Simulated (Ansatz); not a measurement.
# Mg4AlTlCd2: relaxing a made-up structure, part 2 of 2

Starting from a made-up structure for Mg4AlTlCd2, the aim is the relaxed cell, its shortest contacts and, where a second run follows, its electronic structure.

Ansatz 0.2.0; DFT, PBEsol, plane-wave PAW, files of the set soft_1, scalar-relativistic, no spin, cell and ions relaxed at zero pressure; PAW set soft_1 (the session's first sound run).

So far: Starting point; Relaxation of the guess. The relaxed cell has a, b, c = 4.926, 6.084, 11.560 Å (conventional setting).

## 3. Electronic structure of the relaxed cell

A second self-consistent run takes a narrower smearing and the mesh shown in its input; the bands follow along the standard path of the relaxed lattice.

This step: DFT, PBEsol, plane-wave PAW, files of the set soft_1, scalar-relativistic, no spin, bands and density of states at the relaxed cell; PAW set soft_1 (Ansatz 0.2.0).

File input.yaml:

```yaml
crystal:
  lattice:
    - [4.9259707404, 0.0, 0.0]
    - [0.0, 3.0420877491, 5.7797921881]
    - [0.0, -3.0420877491, 5.7797921881]
  atoms:
    - { symbol: Tl, position: [0.0, 0.8355853753, 0.8355853753] }
    - { symbol: Cd, position: [0.0, 0.3384302795, 0.8331547817] }
    - { symbol: Cd, position: [0.0, 0.8331547817, 0.3384302795] }
    - { symbol: Al, position: [0.5, 0.6606402065, 0.6606402065] }
    - { symbol: Mg, position: [0.5, 0.1693106303, 0.1693106303] }
    - { symbol: Mg, position: [0.5, 0.1747025487, 0.6716198786] }
    - { symbol: Mg, position: [0.5, 0.6716198786, 0.1747025487] }
    - { symbol: Mg, position: [0.0, 0.3325562995, 0.3325562995] }
kpoints:
  mp_grid: { grid: [6, 6, 6] }
  band_path:
    path:
      - [[0.0, 0.0, 0.0], [0.0, 0.31925626, -0.31925626], [0.0, 0.0, -0.5], [-0.5, 0.0, -0.5], [-0.5, 0.31925626, -0.31925626], [-0.5, 0.0, 0.0], [0.0, 0.0, 0.0], [0.0, -0.5, -0.5], [0.0, -0.31925626, -0.68074374], [-0.5, -0.31925626, -0.68074374], [-0.5, -0.5, -0.5], [0.0, -0.5, -0.5]]
      - [[-0.5, 0.0, 0.0], [-0.5, -0.5, -0.5]]
    npoints: 6
scf:
  occupations: { method: fermi_dirac, width: 0.03 }
  n_extra_bands: 12
hamiltonian:
  xc: pbesol
  pseudopotentials: { kind: paw, azcp: { folder: soft_1 }, xc_functional: pbe }
output:
  forces: true
  stress: true
  write_bands: true
  dos: { projected: true }
  write_density: true
  write_potential: true
  elf: true
  volumetric_format: npy
```

Started as:

```sh
$ ansatz run input.yaml --threads 4 --pin off --max-ram 10240MiB --backend cpu --events-out ev --progress --plain --runs-dir out
```

Numbers of over 12 decimals in the logs are rounded to 6 here.

Output:

```text
[...]
Crystal: 8 atoms, lattice volume = 173.223 Å³
Basis set: ecut = 420 eV, 3393 PW (Γ), exchange–correlation on 72×90×90 points (8 copies of the dense FFT grid, shifted against one another)
Bands: 60, of which v1, the nominal top of the filled ones, is band 48 counted from 1 (47 counted from 0)
Symmetry: 4 space group operations
[...]
k-points: 52 of 216 (time reversal used)
[...]
SCF iter   1: F=—  HF=-35840.442983 eV  |F-HF|=—  |Δ(HF+E_count)|=         —  Δρ=4.55e-2  dr2=7.01e0  ethr=3.10e-3  ⟨swp⟩=7.3  Hψ=12195  notcnv=0  defer=30
[...]
SCF iter   9: F=-35838.544406 eV  HF=-35838.544406 eV  |F-HF|=9.36e-9  |Δ(HF+E_count)|=   6.82e-8  Δρ=2.48e-6  dr2=1.57e-8  ethr=1.04e-10  ⟨swp⟩=14.6  Hψ=22546  notcnv=0
SCF 1 converged in 9 iterations: F = -35838.544406 eV  dr2 = 1.57e-8
[...]
NSCF: frozen V_eff on 74 k-points
SCF converged after 9 iterations
Free energy (F): -35838.544406 eV
[...]
Internal energy: -35838.531137 eV  (E = F + TS)
E sigma→0 (E₀):  -35838.537772 eV
Entropy (-TS):   -0.013270 eV (-1.659 meV/atom)
Fermi energy:    9.301876 eV
[...]
--- Forces (eV/Å), atoms counted from 1 ---
  atom   1  Tl     0.00000000     0.00000000     0.00913242
  atom   2  Cd     0.00000000    -0.02760734     0.01933207
  atom   3  Cd     0.00000000     0.02760734     0.01933207
  atom   4  Al     0.00000000     0.00000000    -0.04802942
  atom   5  Mg     0.00000000     0.00000000     0.02225122
  atom   6  Mg     0.00000000     0.03055046    -0.00697463
  atom   7  Mg     0.00000000    -0.03055046    -0.00697463
  atom   8  Mg     0.00000000     0.00000000    -0.00810446
  max |Σ_I F_I| component: 3.54e-5 eV/Å
--- Stress (GPa, compression-positive) ---
       -0.278905       0.000000       0.000000
        0.000000       1.080072       0.000000
        0.000000       0.000000      -1.086873
  P = ⅓ Tr σ = -0.0952 GPa (-0.952 kbar)
--- Band table (eV; the first three rows and the last of 52) ---
  k-point 0: bands = [... 44 lower, 6.5138, 6.6840, 6.8854, 7.8831, 10.7696, 11.2813, 11.5620, 11.5634, ... 8 higher]
  k-point 1: bands = [... 44 lower, 7.0484, 7.3443, 7.7754, 8.4530, 10.5101, 10.6556, 10.9619, 11.4312, ... 8 higher]
  k-point 2: bands = [... 44 lower, 7.5038, 8.1698, 8.8500, 9.5285, 9.6012, 10.2926, 10.6358, 10.8380, ... 8 higher]
  k-point 51: bands = [... 44 lower, 6.5873, 6.8648, 7.1198, 10.3176, 10.8311, 10.9036, 11.1502, 11.4102, ... 8 higher]
```

The job ended after 21 s (4 threads of Arm Neoverse V2, shared host; peak memory 1 GiB; 83 s of CPU time).

Numbers from this step:

- free energy: -35838.5444 eV
- energy at zero smearing: -35838.5378 eV
- smearing term TS: 0.01327 eV
- Fermi energy: 9.302 eV
- pressure: -0.09524 GPa

bands.tsv at the labelled points (eV, zero at the Fermi level; the bands that come nearest the Fermi level along the path):

```tsv
point	band 45	band 46	band 47	band 48	band 49	band 50	band 51	band 52
Γ	-2.79	-2.62	-2.42	-1.42	1.47	1.98	2.26	2.26
X	-1.10	-0.83	-0.61	-0.44	0.10	0.24	0.26	2.29
S	-1.34	-0.45	-0.28	-0.22	0.29	0.82	1.26	1.49
R	-3.15	-2.91	-2.63	1.24	1.28	1.39	1.55	2.79
A	-4.16	-1.10	-0.89	-0.21	0.14	0.93	1.41	3.55
Z	-2.03	-1.94	-1.94	-1.70	-1.22	-1.10	-0.50	-0.41
Γ	-2.79	-2.62	-2.42	-1.42	1.47	1.98	2.26	2.26
Y	-1.36	-0.91	-0.37	0.01	0.25	0.80	0.82	1.43
X1	-1.10	-0.83	-0.61	-0.44	0.10	0.24	0.26	2.29
A1	-4.16	-1.10	-0.89	-0.21	0.14	0.93	1.41	3.55
T	-2.71	-2.44	-2.18	1.02	1.53	1.60	1.85	2.11
Y	-1.36	-0.91	-0.37	0.01	0.25	0.80	0.82	1.43
Z	-2.03	-1.94	-1.94	-1.70	-1.22	-1.10	-0.50	-0.41
T	-2.71	-2.44	-2.18	1.02	1.53	1.60	1.85	2.11
```

States per cell as run, both spins, in windows of 1 eV, from dos.tsv (zero at the Fermi level):

```
from  to  total
  -8  -7   0.94
  -7  -6   1.34
  -6  -5   1.73
  -5  -4   1.82
  -4  -3   2.61
  -3  -2   2.66
  -2  -1   3.07
  -1   0   2.70
   0   1   3.51
   1   2   3.74
   2   3   3.94
   3   4   3.73
```

A further 79.2 states lie below the table's range.

ELF in the bc plane of the conventional cell at fractional x = 0.000, with atoms of Tl and Cd and Mg within 0.2 Å of it. It is the smooth field of the valence electrons, not physical close to the nuclei.

Ten even steps from '0' (0.04) to '9' (0.87), each cell a mean:
```
11112222222222111
33223331112332233
23334311210243332
01344203122134420
01333202221033430
33332210110222333
22212233333221122
11122223432222111
11245422322344321
12379732222599521
22368532112477421
22233221111233222
22222111111122222
11333223333223321
21134333223334201
13024430002443022
22023331003433012
10122333333322201
33322122222112333
43222211111122223
22245421112344322
22379732112599522
12358632212477421
11223222222233211
```
Columns run along b (6.1 Å), rows up along c (11.6 Å), edges of the conventional cell, whose origin can differ from the input's. Atoms in or near the plane, at fractional coordinates: Tl at (0.50, 0.34), Tl at (0.00, 0.84), Cd at (0.25, 0.09), Cd at (0.75, 0.59), Cd at (0.75, 0.09), Cd at (0.25, 0.59), Mg at (0.00, 0.33), Mg at (0.50, 0.83).

Electrostatic potential energy in the bc plane of the conventional cell at fractional x = 0.000, with atoms of Tl and Cd and Mg within 0.2 Å of it. With pseudopotentials it is smooth inside the atoms' cores, unlike the true potential.

Ten even steps from '_' (-36 eV) to '@' (11 eV), each cell a mean:
```
@@@@@@@@@@@@@@@@@@@@@@@@@@@@@@@@@@
##%%@@@@@@@@@@@@%%@@@@@@@@@@@@%%##
..::**@@@@@@%%++--==##@@@@@@%%==..
____--%%@@@@**______--%%@@@@**..__
____==%%@@@@**..____==%%@@@@**..__
--++%%@@@@@@%%##++**%%@@@@@@@@**==
@@@@@@@@@@@@@@@@@@@@@@@@@@@@@@@@@@
@@@@@@%%##%%@@@@@@@@@@%%%%%%%%@@@@
@@%%**==--==**@@@@@@%%++====++##@@
@@##==::..::==%%@@@@**--::..--**@@
@@%%++--::--++%%@@@@**==::::==**@@
@@@@##**++**%%@@@@@@@@##++++**%%@@
@@@@@@@@@@@@@@@@@@@@@@@@@@@@@@@@@@
%%@@@@@@@@@@@@%%####%%@@@@@@@@@@@@
--++%%@@@@@@**::....==%%@@@@@@##--
____**@@@@%%--______..**@@@@%%--__
__..##@@@@%%==______::##@@@@%%==__
++##%%@@@@@@%%++--==**@@@@@@@@%%**
@@@@@@@@@@@@@@@@@@@@@@@@@@@@@@@@@@
@@@@@@%%##%%@@@@@@@@@@%%%%%%%%@@@@
@@@@**==--==**%%@@@@##++====++%%@@
@@%%==::..::==##@@@@++--..::--**@@
@@%%++--::--++%%@@@@**==::::==**@@
@@@@%%**++**%%@@@@@@%%**++++##@@@@
```
Columns run along b (6.1 Å; values clipped at the 3rd and 97th percentile), rows up along c (11.6 Å), edges of the conventional cell, whose origin can differ from the input's. Atoms in or near the plane, at fractional coordinates: Tl at (0.50, 0.34), Tl at (0.00, 0.84), Cd at (0.25, 0.09), Cd at (0.75, 0.59), Cd at (0.75, 0.09), Cd at (0.25, 0.59), Mg at (0.00, 0.33), Mg at (0.50, 0.83).

Valence density in the bc plane of the conventional cell at fractional x = 0.000, with atoms of Tl and Cd and Mg within 0.2 Å of it. It is the smooth field of the valence electrons, not physical close to the nuclei.

Ten steps, logarithmic in the rise over the least value, from '_' (0 e/Å³) to '@' (21 e/Å³), each cell a mean:
```
__________________________________
::....________________________..::
++==--..______::++==________::==++
##**==..____..##@@%%==____..--++**
**++==..____..**@@%%--____..::++**
==--::__________::..________..::==
..______________________________..
____....::....________..::::..____
__..--**##**--..____::++####++::__
__::**@@@@%%++::__..--##@@@@##==..
__::++%%@@%%++..____--**%%%%##--..
____::======::______..--====--..__
__________________________________
____________....::::..____________
++::______..--==++++==::________==
@@##..____::==**##**++--..____==@@
@@**..____..==++****++::..____--%%
::__________::--====::..________..
________________....______________
____....::....________..::::..____
__..--**##**--..____::++####++::__
__::++%%@@@@**::__..==##@@@@##--..
__..++%%@@%%++..__..--##%%%%**--__
____::======::______..--====--..__
```
Columns run along b (6.1 Å), rows up along c (11.6 Å), edges of the conventional cell, whose origin can differ from the input's. Atoms in or near the plane, at fractional coordinates: Tl at (0.50, 0.34), Tl at (0.00, 0.84), Cd at (0.25, 0.09), Cd at (0.75, 0.59), Cd at (0.75, 0.09), Cd at (0.25, 0.59), Mg at (0.00, 0.33), Mg at (0.50, 0.83).

## 4. Outcome

- space group, relaxed: Amm2
- conventional cell: a = 4.926, b = 6.084, c = 11.560 Å; α = 90.0°, β = 90.0°, γ = 90.0°
- volume per atom: 21.65 Å³ (guess 22.73)

What this shows: Mg4AlTlCd2 relaxes to Amm2 with a = 4.926, b = 6.084 and c = 11.560 Å. The guessed volume was 5 % too large. The space group Amm2 was held in the relaxation, so the end point is a stationary structure within it and may be a saddle against distortions or other arrangements. Bands cross the Fermi level, so it is a metal or semimetal at this level. On the 6×6×6 mesh with the narrower smearing (relaxed on 5×5×5) the largest force component is 0.048 eV/Å and the largest stress component is 1.087 GPa, against the relaxation's thresholds of 0.015 eV/Å and 0.05 GPa. The cutoff wasn't tested. Spin-orbit coupling is left out, which can matter for elements this heavy. No dispersion term is used, so weakly bound directions may come out too long. Nothing here tests whether the compound is stable against decomposition.

[Logs are printed without paths, hosts, clocks, repeated set-up lines and the standing remarks that a program may print on its own settings, such as how far it seeks lower states.]

[Hosts, paths, dates, database ids (printed as entryN), source tags and the programs' standing remarks are cut or masked in the printed files.]
